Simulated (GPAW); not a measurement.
# H (Cmce): G0W0 on several meshes in GPAW

How does the mesh move the gap of H (Cmce)?

Method: LDA and many-body steps on it, plane waves, in GPAW 26.7.0.

**1. The starting structure**

The structure is orthorhombic, space group Cmce (No. 64). Conventional cell: a = 5.247 Å, b = 5.134 Å, c = 4.142 Å, α = 90.00°, β = 90.00°, γ = 90.00°. Nearest to H lie 1 H at 0.74 Å.

Structure file:

```cif
data_structure
_symmetry_space_group_name_H-M 'Cmce'
_symmetry_Int_Tables_number 64
_cell_length_a 5.2470
_cell_length_b 5.1338
_cell_length_c 4.1418
_cell_angle_alpha 90.000
_cell_angle_beta 90.000
_cell_angle_gamma 90.000
_cell_volume 111.57
loop_
_atom_site_label
_atom_site_type_symbol
_atom_site_symmetry_multiplicity
_atom_site_Wyckoff_symbol
_atom_site_fract_x
_atom_site_fract_y
_atom_site_fract_z
_atom_site_occupancy
H1 H 8 f 0.50000 0.54670 0.06851 1
```

The cell and positions are those that the Materials Project relaxed with its own functionals (PBE, PBE+U or r2SCAN), kept fixed.

**2. Empty states on the mesh, 4×4×4 mesh, 266 bands**

This step: GPAW 26.7.0; DFT, LDA, plane waves, PAW.

The sums over transitions need many empty states on a uniform mesh; this step solves for them.

The input, run.py:

```python
import json
import numpy as np
from gpaw.mpi import world
from gpaw import GPAW

calc = GPAW('gs.gpw').fixed_density(kpts={'size': (4, 4, 4), 'gamma': True},
    parallel={'domain': 1, 'band': 1},
    txt='nscf.txt')
calc.diagonalize_full_hamiltonian(nbands=266)
calc.write('full.gpw', mode='all')
res = {}
kpts = calc.get_ibz_k_points()
res['kpts'] = kpts
res['eigenvalues'] = [calc.get_eigenvalues(kpt=k) for k in range(len(kpts))]
res['n_electrons'] = calc.get_number_of_electrons()

if world.rank == 0:
    with open('result.json', 'w') as f:
        json.dump(res, f, default=lambda x: x.tolist())
```

The run is started by

```bash
> mpirun -n 4 gpaw python run.py
```

Numbers of over 12 decimals in the logs are rounded to 6 here.

Log:

```text
Diagonalizing LCAO Hamiltonian
Converting LCAO to pw mode
convergence criteria:
- Maximum integral of absolute [eigenst]ate change: 4e-08 eV^2 / valence electron
maximum number of iterations: 100

SCF iterations
|iter     |     time |      energy | eigst |  dens |
|iter:   1|  |             | +2.74 |       |
|iter:   2|  |             | +1.28 |       |
|iter:   3|  |             | -0.72 |       |
|iter:   4|  |             | -2.56 |       |
|iter:   5|  |             | -4.79 |       |
|iter:   6|  |             | -6.50 |       |
|iter:   7|  |             | -7.53c|       |
SCF steps: 7
  __  _  _
 | _ |_)|_||  |
 |__||  | ||/\| - 26.7.0

Input parameters:
  mode=PW(ecut=600.0),
  convergence={'density': 1e-06, 'bands': -3},
  gpts=array([21, 21, 24]),
  kpts=MonkhorstPack(size=(4, 4, 4), gamma=True),
  maxiter=100,
  nbands=10,
  occupations=Occupations(name='fermi-dirac', width=0.001, fixmagmom=False),
  parallel={'domain': 1, 'band': 1},
  xc=XC(name='LDA')
Matrix size: 1880x1880
# Writing to full.gpw (mode='all')
  [... matrices ...]

timing:  # [seconds]
  Total: 43.605  # ━━━━━━━━━━━━━━━━━━━━━━━━━━━━━━━━━━━━━━━━━━━━━━━━━━━━━━━━━━
```

Run time: 47 s. Hardware: 4 MPI ranks of Arm Neoverse V1, shared host; peak memory 1.8 GiB.

This step gave:

- gap: 8.694 eV
- k of the valence top: 0, 0, 0
- k of the conduction bottom: 0.5, 0, 0.5
- least direct gap: 9.356 eV
- k points computed: 24
- lowest point of the top converged band, above the valence top: 163.0874 eV

On this mesh the gap is 8.694 eV.

**3. 4×4×4**

G0W0 replaces the xc potential by the self-energy, built once from these orbitals. Only a window of levels is corrected, while the sums run over the empty bands that the input names.

This step: G0W0 on LDA, plane waves, PAW.

The input, run.py:

```python
import json
import numpy as np
from gpaw.mpi import world
from gpaw.response.g0w0 import G0W0

gw = G0W0('full.gpw',
    filename='gw',
    kpts=[0, 16],
    bands=(0, 4),
    ecut=96,
    nbands=119,
    integrate_gamma='WS',
    ppa=True)
gw.calculate()
res = {mode: {k: v for k, v in r.items() if k != 'sigma_eskwn'}
       for mode, r in gw.all_results.items()}

if world.rank == 0:
    with open('result.json', 'w') as f:
        json.dump(res, f, default=lambda x: x.tolist())
```

The run is started by

```bash
> mpirun -n 4 gpaw python run.py
```

Log:

```text
Using integrator: PointIntegrator
FrequencyGridDescriptor(from 0.000+0.000j to 0.000+27.211j eV, 2 points)
Nonperiodic BCs:  [False False False]
Using integrator: PointIntegrator
FrequencyGridDescriptor(from 0.000+0.000j to 0.000+27.211j eV, 2 points)
Nonperiodic BCs:  [False False False]
  ___  _ _ _
 |   || | | |
 | | || | | |
 |__ ||_____|
 |___|

BZ k-points: Symmetries present (total): 4

  [... matrices ...]
64 k-points: 4 x 4 x 4 Monkhorst-Pack grid + [1/8,1/8,1/8]
24 k-points in the irreducible part of the Brillouin zone
       k-points in crystal coordinates                weights
   0:     0.00000000    0.00000000    0.00000000          1/64
   1:     0.00000000    0.00000000    0.25000000          2/64
   2:     0.00000000    0.00000000    0.50000000          1/64
   3:     0.25000000   -0.25000000   -0.25000000          2/64
   4:     0.25000000   -0.25000000    0.00000000          2/64
   5:     0.25000000   -0.25000000    0.25000000          2/64
   6:     0.25000000   -0.25000000    0.50000000          2/64
   7:     0.25000000    0.00000000   -0.25000000          4/64
   8:     0.25000000    0.00000000    0.00000000          4/64
   9:     0.25000000    0.00000000    0.25000000          4/64
          ...
  23:     0.50000000    0.50000000    0.50000000          1/64

Distributing spins, k-points and bands (1 x 2 x 4) over 4 processes
Number of blocks: 1

Quasi particle states:
k-points (IBZ indices): [0, 16]
Band range: (0, 4)
  [... matrices ...]
Computational parameters:
Plane wave cut-off: 96 eV
Number of bands: 119
Coulomb cutoff: None
Broadening: 0.1 eV

fxc modes: GW
Kernel: RPA
Using Godby-Needs plasmon-pole approximation:
  Fitting energy: i*E0, E0 = 1.000 Hartree
Summing all q:

Calculating screened Coulomb potential
No Coulomb truncation
FrequencyGridDescriptor(from 0.000+0.000j to 0.000+27.211j eV, 2 points)
Removing empty qpoint cache files...

Calculating chi0 body with:
    Ground state adapter containing:
    Number of spins: 1
    Number of kpoints: 64
    Number of irreducible kpoints: 24
    Number of completely occupied states: 2
    Number of partially occupied states: 2
    Occupied states memory: 0.322998046875 M / cpu

    Linear response parametrization:
    q_c: [0.0, 0.0, 0.0]
    Number of frequency points: 2
    Planewave cutoff: 96.0
    Number of bands: 119
    Number of planewaves: 119
    Broadening (eta): 1e-06
    comm.size: 4
    kncomm.size: 4
    blockcomm.size: 1

    Memory estimate of potentially large arrays:
        chi0_wGG: 0.432159 M / cpu
Integrating chi0 body.

Symmetries of q_c:
    Direct symmetries (Uq -> q): 4
    Indirect symmetries (TUq -> q): 0
In total 4 allowed symmetries.

  [... matrices ...]
24 groups of equivalent kpoints. 62.5% reduction.

Integral kind: response function
Integrating chi0 head and wings.

Symmetries of q_c:
    Direct symmetries (Uq -> q): 4
    Indirect symmetries (TUq -> q): 0
In total 4 allowed symmetries.

  [... matrices ...]
24 groups of equivalent kpoints. 62.5% reduction.

Integral kind: response function wings

Calculating chi0 body with:
    Ground state adapter containing:
    Number of spins: 1
    Number of kpoints: 64
    Number of irreducible kpoints: 24
    Number of completely occupied states: 2
    Number of partially occupied states: 2
    Occupied states memory: 0.322998046875 M / cpu

    Linear response parametrization:
[... the further q-points ...]

Results:
f:      Occupation numbers
eps:     KS-eigenvalues [eV]
vxc:     KS vxc [eV]
exx:     Exact exchange [eV]
sigma:   Self-energies [eV]
dsigma:  Self-energy derivatives
Z:       Renormalization factors
qp:      QP-energies [eV]

k-point 0 (0): (0.000, 0.000, 0.000)                GW
band       f     eps     vxc     exx   sigma  dsigma       Z      qp
                                                                   GW
   0   1.000 -10.293 -10.426 -16.627   1.094  -0.160   0.862 -14.697
   1   1.000  -8.352 -12.365 -18.149   0.951  -0.160   0.862 -12.516
   2   0.000   2.598  -6.706  -2.233  -1.731  -0.099   0.910   5.092
   3   0.000   3.832  -7.412  -3.362  -1.760  -0.110   0.901   5.896

k-point 1 (16): (0.500, 0.000, 0.500)                GW
band       f     eps     vxc     exx   sigma  dsigma       Z      qp
                                                                   GW
   0   1.000  -9.014 -11.726 -17.666   1.000  -0.163   0.860 -13.263
   1   1.000  -9.014 -11.726 -17.666   1.000  -0.163   0.860 -13.263
   2   0.000   0.342  -5.578  -1.713  -1.602  -0.089   0.918   2.420
   3   0.000   0.342  -5.578  -1.713  -1.602  -0.089   0.918   2.420
```

The job ended after 46 s (4 MPI ranks; peak memory 0.82 GiB).

This step gave:

| Item | Value |
| --- | --- |
| G0W0 gap on the points computed | 14.94 eV |
| least direct G0W0 gap on the computed points | 15.68 eV |
| Z at the valence top | 0.8618 |
| Z at the conduction bottom | 0.9182 |
| starting gap on the mesh | 8.694 eV |
| k of the valence top | 0, 0, 0 |
| k of the conduction bottom | 0.5, 0, 0.5 |

The gap on the mesh goes from 8.69 eV to 14.94 eV, a correction of +6.24 eV.

**4. Empty states on the mesh, 2×2×2 mesh, 129 bands**

This step: DFT, LDA, plane waves, PAW.

The input, run.py:

```python
import json
import numpy as np
from gpaw.mpi import world
from gpaw import GPAW

calc = GPAW('gs.gpw').fixed_density(kpts={'size': (2, 2, 2), 'gamma': True},
    nbands=150,
    convergence={'bands': 129},
    txt='nscf.txt')
calc.write('full.gpw', mode='all')
res = {}
kpts = calc.get_ibz_k_points()
res['kpts'] = kpts
res['eigenvalues'] = [calc.get_eigenvalues(kpt=k) for k in range(len(kpts))]
res['n_electrons'] = calc.get_number_of_electrons()

if world.rank == 0:
    with open('result.json', 'w') as f:
        json.dump(res, f, default=lambda x: x.tolist())
```

The run is started by

```bash
> mpirun -n 4 gpaw python run.py
```

Log:

```text
Diagonalizing LCAO Hamiltonian
Converting LCAO to pw mode
convergence criteria:
- Maximum integral of absolute [eigenst]ate change: 4e-08 eV^2 / valence electron
maximum number of iterations: 100

SCF iterations
|iter     |     time |      energy | eigst |  dens |
|iter:   1|  |             | +5.16 |       |
|iter:   2|  |             | +3.95 |       |
|iter:   3|  |             | +2.80 |       |
[...]
|iter:  22|  |             | -7.16 |       |
|iter:  23|  |             | -7.38 |       |
|iter:  24|  |             | -7.60c|       |
SCF steps: 24
  __  _  _
 | _ |_)|_||  |
 |__||  | ||/\| - 26.7.0

Input parameters:
  mode=PW(ecut=600.0),
  convergence={'bands': 129},
  gpts=array([21, 21, 24]),
  kpts=MonkhorstPack(size=(2, 2, 2), gamma=True),
  maxiter=100,
  nbands=150,
  occupations=Occupations(name='fermi-dirac', width=0.001, fixmagmom=False),
  parallel={},
  xc=XC(name='LDA')
# Writing to full.gpw (mode='all')
  [... matrices ...]

timing:  # [seconds]
  Total: 0.051  # ━━━━━━━━━━━━━━━━━━━━━━━━━━━━━━━━━━━━━━━━━━━━━━━━━━━━━━━━━━━
```

Run time: 23 s. Hardware: 4 MPI ranks; peak memory 0.64 GiB; 94 s of CPU time.

This step gave:

```yaml
gap: 8.694 eV
k_of_the_valence_top: 0, 0, 0
k_of_the_conduction_bottom: 0.5, 0, 0.5
least_direct_gap: 9.356 eV
k_points_computed: 6
lowest_point_of_the_top_converged_band_above_the_valence_top: 100.6881 eV
```

On this mesh the gap is 8.694 eV.

**5. 2×2×2**

This step: G0W0 on LDA, plane waves, PAW.

The input, run.py:

```python
import json
import numpy as np
from gpaw.mpi import world
from gpaw.response.g0w0 import G0W0

gw = G0W0('full.gpw',
    filename='gw',
    kpts=[0, 3],
    bands=(0, 4),
    ecut=96,
    nbands=119,
    integrate_gamma='WS',
    ppa=True)
gw.calculate()
res = {mode: {k: v for k, v in r.items() if k != 'sigma_eskwn'}
       for mode, r in gw.all_results.items()}

if world.rank == 0:
    with open('result.json', 'w') as f:
        json.dump(res, f, default=lambda x: x.tolist())
```

The run is started by

```bash
> mpirun -n 4 gpaw python run.py
```

Log:

```text
Using integrator: PointIntegrator
FrequencyGridDescriptor(from 0.000+0.000j to 0.000+27.211j eV, 2 points)
Nonperiodic BCs:  [False False False]
Using integrator: PointIntegrator
FrequencyGridDescriptor(from 0.000+0.000j to 0.000+27.211j eV, 2 points)
Nonperiodic BCs:  [False False False]
  ___  _ _ _
 |   || | | |
 | | || | | |
 |__ ||_____|
 |___|

BZ k-points: Symmetries present (total): 4

  [... matrices ...]
8 k-points: 2 x 2 x 2 Monkhorst-Pack grid + [1/4,1/4,1/4]
6 k-points in the irreducible part of the Brillouin zone
       k-points in crystal coordinates                weights
   0:     0.00000000    0.00000000    0.00000000          1/8
   1:     0.00000000    0.00000000    0.50000000          1/8
   2:     0.50000000    0.00000000    0.00000000          2/8
   3:     0.50000000    0.00000000    0.50000000          2/8
   4:     0.50000000    0.50000000    0.00000000          1/8
   5:     0.50000000    0.50000000    0.50000000          1/8

Distributing spins, k-points and bands (1 x 2 x 4) over 4 processes
Number of blocks: 1

Quasi particle states:
k-points (IBZ indices): [0, 3]
Band range: (0, 4)
  [... matrices ...]
Computational parameters:
Plane wave cut-off: 96 eV
Number of bands: 119
Coulomb cutoff: None
Broadening: 0.1 eV

fxc modes: GW
Kernel: RPA
Using Godby-Needs plasmon-pole approximation:
  Fitting energy: i*E0, E0 = 1.000 Hartree
Summing all q:

Calculating screened Coulomb potential
No Coulomb truncation
FrequencyGridDescriptor(from 0.000+0.000j to 0.000+27.211j eV, 2 points)
Removing empty qpoint cache files...

Calculating chi0 body with:
    Ground state adapter containing:
    Number of spins: 1
    Number of kpoints: 8
    Number of irreducible kpoints: 6
    Number of completely occupied states: 2
[...]
Number of frequency points: 2
    Planewave cutoff: 96.0
    Number of bands: 119
    Number of planewaves: 119
    Broadening (eta): 1e-06
    comm.size: 4
    kncomm.size: 4
    blockcomm.size: 1

    Memory estimate of potentially large arrays:
        chi0_wGG: 0.432159 M / cpu
Integrating chi0 body.

Symmetries of q_c:
    Direct symmetries (Uq -> q): 4
    Indirect symmetries (TUq -> q): 0
In total 4 allowed symmetries.

  [... matrices ...]
6 groups of equivalent kpoints. 25.0% reduction.

Integral kind: response function
Integrating chi0 head and wings.

Symmetries of q_c:
    Direct symmetries (Uq -> q): 4
    Indirect symmetries (TUq -> q): 0
In total 4 allowed symmetries.

  [... matrices ...]
6 groups of equivalent kpoints. 25.0% reduction.

Integral kind: response function wings

Calculating chi0 body with:
    Ground state adapter containing:
    Number of spins: 1
    Number of kpoints: 8
    Number of irreducible kpoints: 6
    Number of completely occupied states: 2
    Number of partially occupied states: 2
    Occupied states memory: 0.322998046875 M / cpu

    Linear response parametrization:
[... the further q-points ...]

Results:
f:      Occupation numbers
eps:     KS-eigenvalues [eV]
vxc:     KS vxc [eV]
exx:     Exact exchange [eV]
sigma:   Self-energies [eV]
dsigma:  Self-energy derivatives
Z:       Renormalization factors
qp:      QP-energies [eV]

k-point 0 (0): (0.000, 0.000, 0.000)                GW
band       f     eps     vxc     exx   sigma  dsigma       Z      qp
                                                                   GW
   0   1.000 -10.293 -10.426 -16.608   1.075  -0.167   0.857 -14.671
   1   1.000  -8.352 -12.365 -18.114   0.938  -0.160   0.862 -12.497
   2   0.000   2.598  -6.706  -2.232  -1.746  -0.101   0.909   5.077
[...]
k-point 1 (3): (0.500, 0.000, 0.500)                GW
band       f     eps     vxc     exx   sigma  dsigma       Z      qp
                                                                   GW
[...]
2   0.000   0.342  -5.578  -1.694  -1.631  -0.091   0.916   2.407
   3   0.000   0.342  -5.578  -1.694  -1.631  -0.091   0.916   2.407
```

Run time: 5.9 s. Hardware: 4 MPI ranks; peak memory 0.78 GiB; 23 s of CPU time.

Numbers from this step:

- G0W0 gap on the points computed: 14.90 eV
- least direct G0W0 gap on the computed points: 15.68 eV
- Z at the valence top: 0.8618
- Z at the conduction bottom: 0.9163
- starting gap on the mesh: 8.694 eV
- k of the valence top: 0, 0, 0
- k of the conduction bottom: 0.5, 0, 0.5

Against G0W0 in GPAW (4×4×4 mesh, 119 bands, screening to 96 eV, Godby-Needs plasmon pole), the gap moves by −0.032 eV.

**6. Side by side**

Times are wall times on 4 MPI ranks of Arm Neoverse V1, shared host, good to a factor of about two.

```csv
run,mesh,bands,screening cutoff (eV),DFT gap (eV),gap on the mesh (eV),direct (eV),time
4×4×4,4×4×4,119,96,8.694,14.936,15.683,46 s
2×2×2,2×2×2,119,96,8.694,14.904,15.684,5.9 s
```

**7. Outcome**

| Item | Value |
| --- | --- |
| 4×4×4 | 14.936 eV |
| 2×2×2 | 14.904 eV |
| known limits | not at the basis limit; coarse k mesh |

**Reading.** 2×2×2: −0.032 eV against 4×4×4. Bands and cutoff are finite, so the gap is not at the basis limit. The miss can reach some tenths of an eV and take either sign; the mesh is an error of its own. These stock PAW sets were not made for GW. In the G0W0 runs levels were corrected at 2 k points alone, so a gap called «on the mesh» is the least over those, and an edge elsewhere would be missed. The 4×4×4 mesh is coarse for this cell, which bears on the long-range parts of exchange and screening. Mesh or cutoff lie under what a gap needs, so these runs test behaviour and cost; their gaps are not to be quoted.

[Paths, hosts, dates, memory and timing lines, banners, echoed tables and standing remarks are left out of the program output.]

[Logs are printed without paths, hosts, clocks, repeated set-up lines and the standing remarks that a program may print on its own settings, such as how far it seeks lower states.]

[Runs of the session that timed out or met a known fault of the program may be left out.]

[Hosts, paths, dates, database ids (printed as entryN), source tags and the programs' standing remarks are cut or masked in the printed files.]
